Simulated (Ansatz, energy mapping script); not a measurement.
# Spin model of CoO from collinear orders, part 2 of 2

Aim: the exchange couplings of CoO from the energies of a few collinear orders, and the ordering temperature that they give.

PBEsol with U = 1.16 eV on Co d, ortho-atomic projectors; plane waves, U on orthogonalised atomic orbitals unless named otherwise, collinear spin, no spin–orbit coupling.

So far. Step 10 (Order 6: uncompensated ++−, cell C of 6 atoms): The run ends ferrimagnetic, 45.38 meV a magnetic atom below the parallel order of its cell. Step 11 (Order 7: parallel, cell D of 6 atoms): The run ends ferromagnetic. For each magnetic atom its energy differs from the parallel run of the first cell by -0.77 meV, an error that one common reference would have brought in.

## (12) Uncompensated ++− start in cell D (6 atoms)

This order reverses 5.33 of the 12 neighbours at 3.01 Å, 1.33 of the 6 neighbours at 4.26 Å and 16 of the 24 neighbours at 5.22 Å, counted for an average magnetic atom.

The input, input.yaml:

```yaml
crystal:
  lattice:
    - [0.0, 2.1315, 2.1315]
    - [0.0, 2.1315, -2.1315]
    - [-6.3945, -2.1315, 0.0]
  atoms:
    - { symbol: Co, position: [0.0, 0.0, 0.0], spin: 3.0 }
    - { symbol: Co, position: [0.333333333, 0.333333333, 0.666666667], spin: 3.0 }
    - { symbol: Co, position: [0.666666667, 0.666666667, 0.333333333], spin: -3.0 }
    - { symbol: O, position: [0.833333333, 0.833333333, 0.666666667] }
    - { symbol: O, position: [0.166666667, 0.166666667, 0.333333333] }
    - { symbol: O, position: [0.5, 0.5, 0.0] }
magnetization:
  spin_polarized: true
kpoints:
  mp_grid: { grid: [8, 8, 8] }
hamiltonian:
  xc: pbesol
  hubbard:
    sites:
      - { species: Co, l: d, u_eff: 1.16 }
      - { site: 0, l: d, u_eff: 1.16, starting_ns: [{ spin: up, occupation_matrix: co1_major }, { spin: down, occupation_matrix: co1_minor }] }
      - { site: 1, l: d, u_eff: 1.16, starting_ns: [{ spin: up, occupation_matrix: co1_major }, { spin: down, occupation_matrix: co1_minor }] }
      - { site: 2, l: d, u_eff: 1.16, starting_ns: [{ spin: up, occupation_matrix: co1_minor }, { spin: down, occupation_matrix: co1_major }] }
    projectors: ortho-atomic
    occupation_matrices:
      co1_major:
        matrix:
          - [0.993, 0.0, 0.0, 0.0, 0.0]
          - [0.0, 0.998, 0.0, 0.0, 0.0]
          - [0.0, 0.0, 0.998, 0.0, 0.0]
          - [0.0, 0.0, 0.0, 0.993, 0.0]
          - [0.0, 0.0, 0.0, 0.0, 0.998]
      co1_minor:
        matrix:
          - [0.202, -0.058, -0.058, 0.0, -0.116]
          - [-0.058, 0.666, -0.27, -0.1, 0.27]
          - [-0.058, -0.27, 0.666, 0.1, 0.27]
          - [0.0, -0.1, 0.1, 0.202, 0.0]
          - [-0.116, 0.27, 0.27, 0.0, 0.666]
scf:
  occupations: { method: fermi_dirac, width: 0.05 }
output:
  eigenvalues: true
```

Run with:

```console
ansatz run input.yaml --threads 4 --pin off --max-ram 8192MiB --backend cpu --events-out ev --progress --plain --runs-dir out
```

The job ended after 28 s (4 threads of Arm Neoverse V2, shared host; peak memory 1.3 GiB).

The run ends ferrimagnetic, 16.33 meV a magnetic atom below the parallel order of its cell (energies taken at zero occupation width, not the printed F).

## (13) Mapping onto a Heisenberg model

Each energy difference is a sum of couplings weighted by the pairs that the order reverses. A few near shells are fitted to the differences by least squares. Energies are those extrapolated to zero occupation width, not the free energies F.

The orders that converged (zero: parallel moments in the same cell):

| order | atoms | energy (meV a magnetic atom) | moments (μB) | moments kept as typed | opposed neighbours at 3.01, 4.26, 5.22 Å |
| --- | --- | --- | --- | --- | --- |
| parallel in cell A | 4 | 0.00 | 2.54 | yes | 0, 0, 0 |
| compensated +− in cell A | 4 | 39.78 | 2.51 | yes | 8, 0, 16 |
| parallel in cell B | 4 | 0.00 | 2.53 | yes | 0, 0, 0 |
| compensated +− in cell B | 4 | -131.49 | 2.42 | yes | 6, 6, 12 |
| parallel in cell C | 6 | 0.00 | 2.53 | yes | 0, 0, 0 |
| uncompensated ++− in cell C | 6 | -45.38 | 2.43 to 2.49 | yes | 6.67, 2.67, 8 |
| parallel in cell D | 6 | 0.00 | 2.53 | yes | 0, 0, 0 |
| uncompensated ++− in cell D | 6 | -16.33 | 2.47 to 2.50 | yes | 5.33, 1.33, 16 |

The Heisenberg fit (each pair counts twice, positive J is ferromagnetic):

| pair | distance (Å) | neighbours | J (meV) |
| --- | --- | --- | --- |
| Co–Co | 3.01 | 12 | 2.31 |
| Co–Co | 4.26 | 6 | -13.4 |
| Co–Co | 5.22 | 24 | -0.0360 |

These orders cannot tell some unfitted shells from fitted ones: the value at 3.01 Å holds J(3.01) + 4 J(7.98); other unfitted shells add to the values wholly or in part.

Adding the shell at 6.03 Å gives 2.6, -13, -0.080 and -0.58 meV and a mean-field temperature of 571 K, an exact solve that tests nothing.

Limits of this fit: some orders are gapless and others have a gap.

In mean field these couplings order at 623 K, at q = (0.50, 0.50, 0.50) in fractions of the conventional cell's reciprocal vectors, and give a Curie–Weiss temperature of -415 K.

## (14) Monte Carlo

Mean field ignores fluctuations and overstates the ordering temperature, so the model is also sampled. The heat capacity peaks where order sets in.

Classical unit spins with these couplings on 8×8×4 copies of a cell that holds the lowest order (512 spins), heat-bath sweeps, cooled from random directions, 1009 sweeps to settle and 3027 measured at each temperature, averaged over 4 runs.

| T (K) | order along the lowest pattern | net moment | heat capacity (k_B a spin) |
| --- | --- | --- | --- |
| 74.7 | 0.45 | 0.01 | 1.03 |
| 128 | 0.41 | 0.01 | 1.06 |
| 207 | 0.39 | 0.02 | 1.14 |
| 260 | 0.33 | 0.02 | 1.27 |
| 314 | 0.33 | 0.02 | 1.42 |
| 393 | 0.28 | 0.02 | 1.83 |
| 420 | 0.25 | 0.02 | 1.83 |
| 446 | 0.22 | 0.03 | 1.94 |
| 499 | 0.16 | 0.03 | 1.32 |
| 552 | 0.12 | 0.03 | 0.73 |
| 632 | 0.09 | 0.03 | 0.38 |
| 685 | 0.08 | 0.03 | 0.29 |

The smoothed heat capacity peaks at 426 K. The order column follows one pattern alone; equivalent domains or another pattern share the rest.

## (15) Outcome

```
lowest order tried                                              : compensated +− in cell B
largest fitted value (a combination of shells), Co–Co at 4.26 Å : -13.4 meV
ordering temperature, mean field                                : 623 K
heat-capacity peak, Monte Carlo                                 : 426 K
```

Of the orders tried, CoO prefers the order “compensated +− in cell B” under PBEsol+U (1.16 eV), with 6 of 12 neighbours at 3.01 Å, 6 of 6 neighbours at 4.26 Å and 12 of 24 neighbours at 5.22 Å opposed, and the heat capacity of the fitted model peaks near 426 K (Monte Carlo, classical spins). The largest fitted coupling is the Co–Co pair at 4.26 Å, antiferromagnetic at -13 meV, across a ligand at about 180°. The orders also reverse pairs at 6.03 Å, which are not fitted, so the fitted values hold their part too. With 4 differences for 3 couplings the fit misses by 4.0 meV at most, a small part of the spread. In the fitted orders moments change by up to 4.4 % against the parallel run of the same cell, so their size stays put. The fit is in doubt: some orders are gapless and others have a gap. The couplings are then rough, the small ones most of all. Monte Carlo puts the peak at 0.68 of the mean-field temperature, since mean field leaves out fluctuations. In tests on simple cubic and body-centred models such peaks lay 5 to 6 % under the bulk value. On cooling, the order along the one computed pattern stays at or under 0.45: the model settles in an equivalent domain, a degenerate mixture or another order. The parallel order holds 3 μB a magnetic atom, spin 1.5; the common factor (S+1)/S would raise the classical 426 K to 709 K, a correction that often overshoots. The program narrowed the symmetry for the carried occupation matrices. Where that marks an ordered orbital filling, bonds of one length need not share one coupling; each fitted J is a mean over the bonds that the orders reverse. The classical value and the one scaled by (S+1)/S differ by a factor of 1.7, so closeness of either to the measured temperature is partly a matter of convention.

Computed beside measured:

| quantity | measured | PBEsol+U (1.16 eV), Monte Carlo | PBEsol+U (1.16 eV), Monte Carlo × (S+1)/S |
| --- | --- | --- | --- |
| ordering temperature (spin model) (K) | 291 | 426 (+46.3 %) | 709 (+143.8 %) |

Measured values from arxiv:2004.06613 (2020).

How well it matches: The ordering temperature is off by +46.3 % at PBEsol+U (1.16 eV), Monte Carlo: a clear miss. No cell relaxation is part of this session.

[Logs and program files are shortened in this print: banners, set-up blocks, solver, clock and traceback lines can be left out without a mark of their own.]

[Logs are printed without paths, hosts, clocks, repeated set-up lines and the standing remarks that a program may print on its own settings, such as how far it seeks lower states.]

[Hosts, paths, dates, database ids (printed as entryN), source tags and the programs' standing remarks are cut or masked in the printed files.]

[Where a cell is said to come from a database of computed structures, the database is the Materials Project.]
